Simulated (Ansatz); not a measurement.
# CdHC2O3: valence-band photoemission

Wanted: projected DOS of CdHC2O3, weighted into photoemission and X-ray emission spectra, at several levels of theory. Spin–orbit coupling is left out of the bands throughout.

Program: Ansatz 0.2.0. Level of theory: DFT, PBE, plane-wave PAW, default files, scalar-relativistic, in the first sound run; inputs show where later runs differ. Results are calculated unless marked as measured.

Report form: the programs' logs are mostly left out.

## 1. The structure

It takes space group P2_1/c (No. 14, monoclinic). Conventional cell: a = 3.579 Å, b = 10.488 Å, c = 8.583 Å, α = 90.00°, β = 99.55°, γ = 90.00°. Nearest to Cd lie 6 O at 2.21 to 2.53 Å. O has 1 H at 0.98 Å and 3 Cd at 2.21 to 2.28 Å nearest. O has 1 C at 1.25 Å and 1 H at 2.00 Å and 1 Cd at 2.24 Å nearest. O has 3 C at 1.26 to 2.51 Å and 2 Cd at 2.40 to 2.53 Å nearest. Nearest to C lie 1 O at 1.25 Å and 2 C at 1.46 to 1.47 Å. C has 1 O at 1.26 Å and 2 C at 1.46 to 1.47 Å nearest. Farther neighbours and most contacts between anions are not listed.

## 2. The base run

First the ground state, then the DOS by atom and shell, which the cross sections turn into spectra. The DOS is taken on a denser mesh than the density.

File input.yaml:

```yaml
crystal:
  lattice:
    - [3.5793, 0.0, 0.0]
    - [0.0, 10.4878, 0.0]
    - [-1.4242045148, 0.0, 8.4644194757]
  atoms:
    - { symbol: Cd, position: [0.21353, 0.87775, 0.42213] }
    - { symbol: Cd, position: [0.78647, 0.37775, 0.07787] }
    - { symbol: Cd, position: [0.78647, 0.12225, 0.57787] }
    - { symbol: Cd, position: [0.21353, 0.62225, 0.92213] }
    - { symbol: O, position: [0.7695, 0.9053, 0.5733] }
    - { symbol: O, position: [0.2305, 0.4053, 0.9267] }
    - { symbol: O, position: [0.2305, 0.0947, 0.4267] }
    - { symbol: O, position: [0.7695, 0.5947, 0.0733] }
[... 16 atom lines left out ...]
    - { symbol: H, position: [0.8072, 0.8607, 0.6746] }
    - { symbol: H, position: [0.1928, 0.3607, 0.8254] }
    - { symbol: H, position: [0.1928, 0.1393, 0.3254] }
    - { symbol: H, position: [0.8072, 0.6393, 0.1746] }
kpoints:
  mp_grid: { grid: [6, 2, 4] }
  band_path:
    path:
      - [0.0, 0.0, 0.0]
      - [0.0, 0.5, 0.0]
      - [0.0, 0.5, 0.5]
      - [0.0, 0.0, 0.5]
      - [0.0, 0.0, 0.0]
      - [-0.5, 0.0, 0.5]
      - [-0.5, 0.5, 0.5]
      - [0.0, 0.5, 0.0]
      - [-0.5, 0.5, 0.0]
      - [-0.5, 0.0, 0.0]
    npoints: 6
scf:
  occupations: { method: fermi_dirac, width: 0.02 }
  n_extra_bands: 40
hamiltonian:
  xc: pbe
  pseudopotentials: { kind: paw }
output:
  forces: true
  stress: true
  dos:
    projected:
      site_lists:
        Cd1: [0, 1, 2, 3]
        O5: [4, 5, 6, 7]
        O9: [8, 9, 10, 11]
        O13: [12, 13, 14, 15]
        C17: [16, 17, 18, 19]
        C21: [20, 21, 22, 23]
        H25: [24, 25, 26, 27]
    de: 0.05
    e_range: [-28, 12]
    nscf_kmesh: { grid: [10, 4, 4] }
  fatbands: true
  write_density: true
  write_potential: true
  elf: true
  volumetric_format: npy
```

Launch:

```
> ansatz run input.yaml --threads 4 --pin off --max-ram 8192MiB --backend cpu --events-out ev --progress --plain --runs-dir out
```

It took 2 min on 4 threads of Arm Neoverse V2, shared host; peak memory 2.3 GiB.

This step gave:

```yaml
free_energy: -41890.8919 eV
fermi_energy: 6.848 eV
symmetry_operations: 4
pressure: 4.757 GPa
gap_on_the_k_mesh: 1.928 eV
zero_of_energy: valence-band maximum
share_of_occupied_states_in_no_projected_shell: 0.0087 of the occupied states in the window
gap_on_the_path: 1.928 eV
least_direct_gap_on_the_path: 1.928 eV
valence_top_on_path: 0 eV
```

Electronic bands along the path, in eV, zero at the valence-band maximum; v1 is the highest filled band, c1 the lowest empty one:

| point | v4 | v3 | v2 | v1 | c1 | c2 | c3 | c4 |
| --- | --- | --- | --- | --- | --- | --- | --- | --- |
| Γ | -0.81 | -0.74 | -0.69 | 0.00 | 1.93 | 2.42 | 2.46 | 3.08 |
| halfway | -0.73 | -0.72 | -0.68 | -0.11 | 2.08 | 2.42 | 2.44 | 3.03 |
| Z | -0.72 | -0.72 | -0.39 | -0.39 | 2.39 | 2.39 | 2.56 | 2.56 |
| halfway | -0.74 | -0.74 | -0.39 | -0.39 | 2.39 | 2.39 | 2.69 | 2.69 |
| D | -0.74 | -0.74 | -0.39 | -0.39 | 2.39 | 2.39 | 2.90 | 2.90 |
| halfway | -0.75 | -0.75 | -0.35 | -0.35 | 2.39 | 2.39 | 2.83 | 2.83 |
| B | -0.75 | -0.75 | -0.32 | -0.32 | 2.39 | 2.39 | 2.79 | 2.79 |
| halfway | -0.78 | -0.72 | -0.63 | -0.08 | 2.13 | 2.44 | 2.44 | 3.08 |
| Γ | -0.81 | -0.74 | -0.69 | 0.00 | 1.93 | 2.42 | 2.46 | 3.08 |
| halfway | -0.93 | -0.84 | -0.50 | -0.15 | 2.61 | 2.65 | 2.85 | 2.92 |
| A | -1.02 | -1.02 | -0.34 | -0.34 | 2.28 | 2.28 | 3.25 | 3.25 |
| halfway | -1.00 | -1.00 | -0.38 | -0.38 | 2.26 | 2.26 | 3.27 | 3.27 |
| E | -0.96 | -0.96 | -0.43 | -0.43 | 2.25 | 2.25 | 3.29 | 3.29 |
| halfway | -0.85 | -0.85 | -0.40 | -0.40 | 2.60 | 2.60 | 2.94 | 2.94 |
| Z | -0.72 | -0.72 | -0.39 | -0.39 | 2.39 | 2.39 | 2.56 | 2.56 |
| halfway | -0.85 | -0.85 | -0.41 | -0.41 | 2.62 | 2.62 | 2.90 | 2.90 |
| C2 | -0.89 | -0.89 | -0.31 | -0.31 | 2.27 | 2.27 | 3.25 | 3.25 |
| halfway | -0.91 | -0.86 | -0.49 | -0.13 | 2.24 | 2.27 | 3.26 | 3.27 |
| Y2 | -0.91 | -0.84 | -0.56 | -0.07 | 2.21 | 2.26 | 3.28 | 3.29 |

Of the projections kept (Cd s, Cd d, O s, O p, C s, C p, H s, not projected), the largest for each band there; the rest of the weight can lie on other orbitals:

| point | v4 | v3 | v2 | v1 | c1 | c2 | c3 | c4 |
| --- | --- | --- | --- | --- | --- | --- | --- | --- |
| Γ | O p 0.58 | O p 0.70 | O p 0.69 | O p 0.75 | Cd s 0.51 | C p 0.60 | C p 0.65 | C p 0.67 |
| Z | O p 0.69 | O p 0.69 | O p 0.70 | O p 0.70 | C p 0.57 | C p 0.57 | Cd s 0.44 | Cd s 0.44 |
| D | O p 0.68 | O p 0.68 | O p 0.71 | O p 0.71 | C p 0.65 | C p 0.65 | Cd s 0.59 | Cd s 0.59 |
| B | O p 0.68 | O p 0.68 | O p 0.70 | O p 0.70 | C p 0.62 | C p 0.62 | Cd s 0.49 | Cd s 0.49 |
| Γ | O p 0.58 | O p 0.70 | O p 0.69 | O p 0.75 | Cd s 0.51 | C p 0.60 | C p 0.65 | C p 0.67 |
| A | O p 0.71 | O p 0.71 | O p 0.72 | O p 0.72 | C p 0.63 | C p 0.63 | C p 0.63 | C p 0.63 |

The DOS has structure finer than the step of the table below, so its rows give means over 1 eV, whole bins alone (the curve runs from -23.4 to 11.6 eV). Peaks (eV: height): total -21.3: 63.4, -10.2: 35.8, -7.5: 35.6, -6.9: 56.8; O 2p -4.7: 11.3, -3.1: 12.4, -2.5: 14.3, -1.9: 17.5; Cd 4d -8.4: 8.27, -6.9: 48.3; C 2p -21.3: 11.9, -16.9: 16.1, -10.2: 10.8, -7.6: 7.34; O 2s -21.8: 10.9, -21.3: 38.0, -21.0: 16.2, -18.7: 20.0.

* holds the states left over by the projection beside any projected weight of its own. DOS against E, zero at the valence-band maximum; means over each step; 7 of 9 lines; values in states/eV/cell:

| E (eV) | total | O 2p | Cd 4d | C 2p | O 2s | C 2s | Cd 5s |
| --- | --- | --- | --- | --- | --- | --- | --- |
| -22 | 4.00 | 0.276 | 0.00598 | 0.0515 | 2.14 | 1.44 | 0.0320 |
| -21 | 12.0 | 0.601 | 0.0231 | 2.37 | 7.33 | 1.49 | 0.0614 |
| -20 | 0 | 0 | 0 | 0 | 0 | 0 | 0 |
| -19 | 8.00 | 0.115 | 0.111 | 0.00679 | 6.25 | 0.0126 | 0.201 |
| -18 | 0 | 0 | 0 | 0 | 0 | 0 | 0 |
| -17 | 4.00 | 0.0140 | 0.00413 | 2.33 | 0.480 | 1.11 | 0.00174 |
| -16 | 0 | 0 | 0 | 0 | 0 | 0 | 0 |
| -15 | 0 | 0 | 0 | 0 | 0 | 0 | 0 |
| -14 | 0 | 0 | 0 | 0 | 0 | 0 | 0 |
| -13 | 0 | 0 | 0 | 0 | 0 | 0 | 0 |
| -12 | 0 | 0 | 0 | 0 | 0 | 0 | 0 |
| -11 | 0 | 0 | 0 | 0 | 0 | 0 | 0 |
| -10 | 8.00 | 1.87 | 0.281 | 2.45 | 1.18 | 2.03 | 0.0874 |
| -9 | 0.667 | 0.307 | 0.203 | 0.0446 | 0.0400 | 0.0164 | 0.0286 |
| -8 | 18.5 | 6.57 | 7.08 | 3.13 | 0.692 | 0.219 | 0.291 |
| -7 | 32.0 | 4.85 | 22.8 | 3.33 | 0.361 | 0.196 | 0.205 |
| -6 | 13.7 | 5.13 | 4.90 | 2.24 | 0.686 | 0.0853 | 0.335 |
| -5 | 12.3 | 7.02 | 1.99 | 2.21 | 0.547 | 0.0361 | 0.181 |
| -4 | 8.84 | 6.30 | 0.696 | 1.20 | 0.197 | 0.0339 | 0.260 |
| -3 | 12.6 | 10.2 | 0.523 | 0.671 | 0.166 | 0.420 | 0.344 |
| -2 | 12.7 | 10.3 | 1.09 | 0.493 | 0.108 | 0.328 | 0.0760 |
| -1 | 5.32 | 3.80 | 0.165 | 1.12 | 0.0214 | 0.0174 | 0.0478 |
| 0 | 3.36 | 2.42 | 0.0808 | 0.696 | 0.0134 | 0.00231 | 0.0400 |
| 1 | 0 | 0 | 0 | 0 | 0 | 0 | 0 |
| 2 | 2.56 | 0.660 | 0.00559 | 1.48 | 0.0646 | 0.00836 | 0.230 |
| 3 | 6.98 | 1.83 | 0.0146 | 3.75 | 0.256 | 0.0263 | 0.784 |
| 4 | 2.23 | 0.350 | 0.00362 | 0.141 | 0.255 | 0.0556 | 1.14 |
| 5 | 4.90 | 0.770 | 0.00607 | 0.302 | 0.293 | 0.123 | 2.45 |
| 6 | 2.68 | 0.201 | 0.00183 | 0.202 | 0.0942 | 0.101 | 0.340 |
| 7 | 6.99 | 0.476 | 0.00344 | 1.36 | 0.246 | 0.227 | 0.153 |
| 8 | 9.47 | 0.850 | 0.00559 | 2.45 | 0.191 | 0.217 | 0.203 |
| 9 | 7.24 | 0.531 | 0.00350 | 0.544 | 0.172 | 0.378 | 0.101 |
| 10 | 11.6 | 0.676 | 0.00425 | 1.36 | 0.146 | 1.18 | 0.0811 |
| 11 | 14.0 | 0.997 | 0.00365 | 2.14 | 0.203 | 2.33 | 0.0852 |

This run's widths, added to any smearing of the DOS itself: Gaussian 0.6 eV, Lorentzian 0.1 eV plus 0.08 an eV of depth. The intensity by binding energy, zero at the valence-band maximum; values in % of the maximum within 13 eV:

| binding energy (eV) | 21.2 eV | 40.8 eV | 1486.7 eV | 2150 eV | 5414.7 eV |
| --- | --- | --- | --- | --- | --- |
| 0 | 22.9 | 7.26 | 1.58 | 1.51 | 1.57 |
| 2 | 79.1 | 29.4 | 9.01 | 8.71 | 8.76 |
| 4 | 63.9 | 24.0 | 9.21 | 9.09 | 9.76 |
| 6 | 71.6 | 50.0 | 42.9 | 42.9 | 43.8 |
| 8 | 74.1 | 52.0 | 45.0 | 45.0 | 45.5 |
| 10 | 25.7 | 10.3 | 7.03 | 7.08 | 8.07 |
| 12 | - | 1.80 | 1.50 | 1.51 | 1.66 |
| 14 | - | 0.967 | 0.937 | 0.952 | 1.11 |
| 16 | - | 1.56 | 1.46 | 1.50 | 1.94 |
| 18 | - | 2.25 | 4.28 | 4.48 | 6.18 |
| 20 | - | 2.62 | 5.12 | 5.36 | 7.44 |
| 22 | - | 3.22 | 5.75 | 6.00 | 8.28 |

Maxima picked by a test of local sharpness, so broad peaks and shoulders can be missing; peaks within 0.45 eV of a curve's cut are left out. Valence peaks, by row:

| photon energy (eV) | binding energy (eV) | height (% of the maximum within 13 eV) | main shell | its share (%) |
| --- | --- | --- | --- | --- |
| 21.2 | 10.03 | 25.82 | C 2p | 44.35 |
| 21.2 | 7.13 | 100 | Cd 4d | 40.55 |
| 21.2 | 4.68 | 75.4 | O 2p | 69.14 |
| 21.2 | 2.68 | 82.84 | O 2p | 89.31 |
| 21.2 | 1.93 | 79.55 | O 2p | 90.08 |
| 21.2 | 0.6796 | 52.7 | O 2p | 75.02 |
| 40.8 | 6.98 | 100 | Cd 4d | 85.2 |
| 40.8 | 2.63 | 28.93 | O 2p | 80.33 |
| 40.8 | 1.88 | 29.8 | O 2p | 75.44 |
| 40.8 | 0.7296 | 16.12 | O 2p | 77.13 |
| 1487 | 21.23 | 7.959 | O 2s | 88.25 |
| 1487 | 18.83 | 6.715 | O 2s | 90.16 |
| 1487 | 6.93 | 100 | Cd 4d | 97.91 |
| 1487 | 1.88 | 9.342 | Cd 4d | 78.06 |
| 2150 | 21.23 | 8.313 | O 2s | 88.82 |
| 2150 | 18.83 | 7.049 | O 2s | 90.29 |
| 2150 | 6.93 | 100 | Cd 4d | 97.97 |
| 2150 | 1.88 | 9.042 | Cd 4d | 80.69 |
| 5415 | 21.23 | 11.5 | O 2s | 89.87 |
| 5415 | 18.83 | 9.843 | O 2s | 90.48 |
| 5415 | 6.93 | 100 | Cd 4d | 97.08 |
| 5415 | 1.88 | 9.04 | Cd 4d | 79.98 |

The intensity has structure finer than the step of the table below, so its rows give means over 1 eV, whole bins alone (the curve runs from -23.4 to 1.45 eV). Peaks (eV: height): O K -2.6: 97.0, -1.9: 99.6, -0.9: 55.9; O K, E along x -4.6: 115, -1.9: 117, -0.9: 106; O K, E along y -5.8: 51.2, -2.7: 130, -1.9: 124, -0.4: 59.0; O K, E along z -7.9: 70.0, -2.7: 96.3, -0.4: 55.4; C K -10.1: 50.9, -7.5: 100.0, -4.7: 69.9, -0.9: 57.4.

Shapes are the site's partial DOS without matrix elements, which overweights lines from ligand s bands. The intensity by emission energy less the core level's binding energy, zero at the valence-band maximum; means over each step; 7 of 8 lines; values in % of the unpolarised maximum:

| emission energy less the core level's binding energy (eV) | O K | O K, E along x | O K, E along y | O K, E along z | C K | C K, E along x | C K, E along y |
| --- | --- | --- | --- | --- | --- | --- | --- |
| -22 | 2.10 | 0.780 | 2.75 | 2.78 | 14.6 | 4.74 | 20.0 |
| -21 | 2.52 | 0.908 | 3.28 | 3.38 | 23.1 | 7.16 | 31.3 |
| -20 | 1.42 | 0.534 | 1.74 | 2.00 | 12.4 | 3.89 | 16.7 |
| -19 | 1.05 | 0.376 | 1.10 | 1.68 | 7.55 | 2.45 | 10.2 |
| -18 | 0.797 | 0.340 | 0.827 | 1.22 | 11.5 | 3.61 | 15.7 |
| -17 | 0.647 | 0.355 | 0.718 | 0.868 | 26.8 | 8.13 | 36.8 |
| -16 | 0.631 | 0.395 | 0.702 | 0.796 | 16.0 | 5.02 | 21.8 |
| -15 | 0.705 | 0.465 | 0.782 | 0.869 | 5.88 | 2.16 | 7.87 |
| -14 | 0.888 | 0.581 | 0.997 | 1.09 | 3.68 | 1.64 | 4.78 |
| -13 | 1.24 | 0.771 | 1.43 | 1.53 | 3.54 | 1.79 | 4.51 |
| -12 | 2.05 | 1.13 | 2.49 | 2.54 | 5.20 | 2.61 | 6.72 |
| -11 | 5.25 | 2.22 | 7.04 | 6.48 | 15.5 | 6.39 | 21.4 |
| -10 | 12.8 | 4.64 | 16.8 | 16.9 | 41.8 | 15.5 | 55.0 |
| -9 | 17.5 | 7.07 | 22.3 | 23.1 | 26.2 | 15.7 | 30.4 |
| -8 | 44.2 | 22.8 | 46.4 | 63.4 | 72.0 | 59.2 | 80.0 |
| -7 | 44.6 | 34.2 | 44.2 | 55.4 | 84.6 | 94.3 | 80.6 |
| -6 | 47.3 | 38.0 | 47.9 | 55.9 | 62.7 | 79.2 | 53.7 |
| -5 | 60.2 | 86.1 | 41.5 | 53.2 | 58.9 | 102 | 35.8 |
| -4 | 64.8 | 105 | 39.1 | 50.2 | 40.1 | 77.7 | 19.7 |
| -3 | 87.1 | 68.4 | 108 | 85.4 | 22.3 | 21.6 | 21.8 |
| -2 | 88.3 | 93.1 | 109 | 62.8 | 16.7 | 19.9 | 15.1 |
| -1 | 47.7 | 76.1 | 38.1 | 28.7 | 34.3 | 65.4 | 18.3 |
| 0 | 24.3 | 17.6 | 28.7 | 26.5 | 20.7 | 14.2 | 23.8 |

Sums over each group's atoms; left-over states aren't shared out by site. Site centres, by row:

| group | element | shell | occupied states | centre of occupied part (eV) | centre up to the window's top (eV) |
| --- | --- | --- | --- | --- | --- |
| Cd1 | Cd | 5s | 2.191 | -7.282 | 1.468 |
| Cd1 | Cd | 4d | 39.92 | -6.739 | -6.722 |
| O5 | O | 2s | 6.959 | -17.34 | -14.93 |
| O5 | O | 2p | 20.94 | -3.913 | -2.86 |
| O9 | O | 2s | 6.605 | -17.79 | -15.7 |
| O9 | O | 2p | 19.38 | -4.991 | -3.658 |
| O13 | O | 2s | 6.646 | -17.69 | -15.77 |
| O13 | O | 2p | 19.49 | -4.943 | -3.603 |
| C17 | C | 2s | 3.713 | -14.56 | -4.304 |
| C17 | C | 2p | 11.18 | -8.838 | -2.972 |
| C21 | C | 2s | 3.721 | -14.56 | -4.625 |
| C21 | C | 2p | 11.17 | -8.842 | -2.894 |
| H25 | H | 1s | 2.452 | -12.91 | 0.3218 |

Valence density in the bc plane at fractional x = 0.193, with atoms of Cd and O and H within 0.2 Å of it. It is the smooth field of the valence electrons, not physical close to the nuclei.

Values in e/Å³, 12 rows by 16 columns, each cell a mean:
```
 0  0  0  0  0  1  5  2  1 10 13  1  1  2  1  1
 0  1  0  0  0  1  3  1  0  6  7  1  2  6  2  0
 0  1  2  0  0  0  0  0  0  0  0  0  0  1  0  0
 0  1  1  0  0  0  0  0  0  0  0  0  0  0  0  0
 0  0  0  0  0  0  0  0  0  0  0  0  0  0  0  0
 0  1  0  0  0  0  0  0  0  0  0  0  0  1  1  0
 1  5  2  0  0  0  0  0  1  1  2  1  1  8 14  2
 1  3  2  0  0  0  1  0  0  1  5  3  0  5  8  1
 0  0  0  0  0  1  2  0  0  0  1  1  0  0  0  0
 0  0  0  0  0  0  1  0  0  0  0  0  0  0  0  0
 0  0  0  0  0  0  0  0  0  0  0  0  0  0  0  0
 0  0  0  0  0  0  1  0  0  1  1  0  0  0  0  0
```
Columns run along b (10.5 Å), rows up along c (8.6 Å). Atoms in or near the plane, at fractional coordinates: Cd at (0.88, 0.42), Cd at (0.62, 0.92), O at (0.41, 0.93), O at (0.09, 0.43), O at (0.83, 0.87), O at (0.67, 0.37), H at (0.36, 0.83), H at (0.14, 0.33).

ELF in the bc plane at fractional x = 0.193, with atoms of Cd and O and H within 0.2 Å of it. It is the smooth field of the valence electrons, not physical close to the nuclei.

Values, 12 rows by 16 columns, each cell a mean:
```
0.61 0.41 0.12 0.01 0.16 0.69 0.65 0.73 0.22 0.59 0.66 0.25 0.58 0.69 0.65 0.62
0.50 0.53 0.50 0.21 0.14 0.78 0.78 0.66 0.19 0.47 0.52 0.20 0.72 0.59 0.64 0.44
0.24 0.73 0.80 0.49 0.06 0.51 0.53 0.18 0.06 0.12 0.13 0.06 0.48 0.75 0.40 0.05
0.19 0.60 0.57 0.20 0.04 0.13 0.06 0.01 0.02 0.03 0.02 0.01 0.04 0.09 0.04 0.01
0.03 0.07 0.07 0.03 0.06 0.14 0.05 0.04 0.13 0.11 0.02 0.01 0.02 0.05 0.07 0.04
0.20 0.47 0.41 0.11 0.02 0.02 0.08 0.17 0.38 0.43 0.18 0.16 0.09 0.23 0.26 0.11
0.58 0.66 0.75 0.31 0.01 0.06 0.32 0.55 0.65 0.60 0.68 0.71 0.21 0.55 0.68 0.27
0.51 0.74 0.86 0.31 0.11 0.45 0.55 0.48 0.48 0.53 0.61 0.76 0.26 0.44 0.54 0.22
0.13 0.41 0.61 0.14 0.28 0.78 0.78 0.40 0.06 0.23 0.71 0.63 0.12 0.11 0.14 0.07
0.01 0.03 0.12 0.07 0.10 0.49 0.64 0.34 0.03 0.02 0.08 0.07 0.01 0.02 0.03 0.02
0.06 0.03 0.12 0.10 0.02 0.06 0.08 0.04 0.03 0.07 0.06 0.03 0.01 0.01 0.08 0.15
0.20 0.10 0.03 0.02 0.06 0.32 0.49 0.30 0.08 0.22 0.26 0.12 0.12 0.16 0.34 0.45
```
Columns run along b (10.5 Å), rows up along c (8.6 Å). Atoms in or near the plane, at fractional coordinates: Cd at (0.88, 0.42), Cd at (0.62, 0.92), O at (0.41, 0.93), O at (0.09, 0.43), O at (0.83, 0.87), O at (0.67, 0.37), H at (0.36, 0.83), H at (0.14, 0.33).

Electrostatic potential energy in the bc plane at fractional x = 0.193, with atoms of Cd and O and H within 0.2 Å of it. With pseudopotentials it is smooth inside the atoms' cores, unlike the true potential.

Values in eV, 12 rows by 16 columns, each cell a mean:
```
  5   6   9  11  11   0 -29 -10  -1 -19 -22  -5   3 -12 -14  -7
  4   3   7  11  10  -8 -23   0   2 -16 -18  -2  -9 -30 -12   2
  8  -5 -10  10  10  -3   0  10   8   4   3   8   9   2   9  10
 10   6   4  10  11  10  10  10  10   9  10  11  11  11  11  11
 10   8   8   9  11  11  11  10   9   9  10  11  10   9   9  10
  9   4   8  10  11  11  10   9   7   5   8  10   7  -2  -5   4
  0 -28 -11  10  11  10   7   5  -1 -15 -12  -2   1 -19 -22  -7
  5 -18 -19   8  11   9   3   3   4  -5 -29 -20   3 -15 -18  -4
 10   5  -7   8  11  -2 -12   7   9   9   3   6   9   4   3   7
 10  10  10  11  10   6   4  10  11  11  11  11  11  10   9  10
 10  10  11  11  10   8   8   9  10  10   9  10  11  10   9   9
  9  10  10  11  10   9   5   8   7  -3  -4   5  10   9   6   6
```
Columns run along b (10.5 Å; values clipped at the 3rd and 97th percentile), rows up along c (8.6 Å). Atoms in or near the plane, at fractional coordinates: Cd at (0.88, 0.42), Cd at (0.62, 0.92), O at (0.41, 0.93), O at (0.09, 0.43), O at (0.83, 0.87), O at (0.67, 0.37), H at (0.36, 0.83), H at (0.14, 0.33).

Recipe: projected DOS times atomic cross section and asymmetry factor (unpolarised light, 54.7° from the beam), occupied states only, Fermi edge at 20 K, a Lorentzian width of 0.1 eV growing by 0.08 eV per eV of binding energy, and a resolution of 0.6 eV. Curves are cut 10 eV under the photon energy, above any shell that the free atom's threshold puts out of reach, or at the lower edge of the window: 11.2 eV at 21.2 eV, 23.4 eV at 40.8 eV, 23.4 eV at 1486.7 eV, 23.4 eV at 2150 eV and 23.4 eV at 5414.7 eV. A star in tables and legends marks shells that hold the states left over by the projection (0.9 % of the filled ones), a stand-in for orbitals that the files don't project on. Matrix elements of the solid and inelastic losses aren't modelled, nor non-dipole terms, which matter above 3 keV.

How the area divides among the shells (%):

| shell | 21.2 eV | 40.8 eV | 1486.7 eV | 2150 eV | 5414.7 eV |
| --- | --- | --- | --- | --- | --- |
| C 2s | 0.8 | 1.5 | 1.8 | 1.8 | 2.0 |
| C 2p | 19.1 | 6.8 | 0.2 | 0.1 | 0.1 |
| Cd 5s | 0.0 | 0.0 | 0.6 | 0.9 | 2.8 |
| Cd 4d | 15.2 | 53.3 | 80.0 | 79.8 | 73.9 |
| O 2s | 0.0 | 2.9 | 14.3 | 15.0 | 19.6 |
| O 2p | 63.9 | 35.2 | 2.9 | 2.2 | 1.1 |

Cross sections used, in Mb an electron:

| shell | 21.2 eV | 40.8 eV | 1486.7 eV | 2150 eV | 5414.7 eV |
| --- | --- | --- | --- | --- | --- |
| C 2s | 0.58 | 0.56 | 3.1e-4 | 1.1e-4 | 6.8e-6 |
| C 2p | 2.7 | 0.84 | 9.8e-6 | 2.3e-6 | 5.9e-8 |
| Cd 5s | 0.0084 | 0.029 | 3.6e-4 | 1.9e-4 | 3.2e-5 |
| Cd 4d | 0.96 | 3.6 | 0.0026 | 9.0e-4 | 4.5e-5 |
| O 2s | - | 0.40 | 9.4e-4 | 3.5e-4 | 2.4e-5 |
| O 2p | 2.7 | 1.6 | 6.3e-5 | 1.6e-5 | 4.6e-7 |

At this lattice the functional leaves a pressure of 4.8 GPa, which widens the bands against the functional's own equilibrium.

[end of part 1 of 3]

[Logs are printed without paths, hosts, clocks, repeated set-up lines and the standing remarks that a program may print on its own settings, such as how far it seeks lower states.]

[Hosts, paths, dates, database ids (printed as entryN), source tags and the programs' standing remarks are cut or masked in the printed files.]

[Maps of the electrostatic potential energy from Ansatz leave out the sawtooth potential of an applied field or a dipole correction, so their vacuum need not be flat; work functions include it.]

[Peak lists hold at most the 14 tallest peaks of each spectrum; further lines can be left out.]
